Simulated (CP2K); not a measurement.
Consider pyrrole at its PBE geometry (Å).

```xyz
10

C    -0.0073   -1.1182    0.4356
C    -1.1489   -0.3255    0.1187
C    -0.6924    0.8933   -0.3533
N     0.6848    0.8543   -0.3322
C     1.1170   -0.3634    0.1478
H    -0.0056   -2.1292    0.8283
H    -2.1893   -0.6139    0.2217
H    -1.2229    1.7731   -0.6977
H     1.2912    1.6140   -0.6144
H     2.1734   -0.5845    0.2456
```

Method: CP2K XAS_TDP, all-electron GAPW, PBEh(45%), aug-cc-pVDZ, TDA, GW2X-corrected core level, no relativity.

**Question.** Where do the N K-edge lines lie, and how strong are they?

Leading lines: N4 403.06 eV. The leading line of an atom is its first one with 35 % of the strongest within 2.5 eV of its lowest line over the strength cut. Core ionisation energies at this level: N4 406.55 eV.

The first six lines of each atom with a strength over 0.0015:

```csv
atom,energy (eV),states,"strength, one atom",above the computed threshold
N4 (bonded to 2 C and H),403.06,1,0.0343,
,403.81,1,0.0144,
,406.48,1,0.0039,
,407.17,1,0.0032,yes
,407.46,1,0.0042,yes
,407.88,1,0.0207,yes
```

Lines are vertical, at one geometry, with no vibrational structure. GW2X ionisation energies and lines can be off by 1 to 2 eV either way, and a good line position may hide errors that cancel. These values hold no scalar relativity, about 0.2 eV for N 1s. Rydberg lines, and the discretised continuum above threshold, depend on the basis and the box.

[Banner, clock and machine lines of the logs are left out without a mark of their own.]

[Logs are printed without paths, hosts, clocks, repeated set-up lines and the standing remarks that a program may print on its own settings, such as how far it seeks lower states.]

[Hosts, paths, dates, database ids (printed as entryN), source tags and the programs' standing remarks are cut or masked in the printed files.]
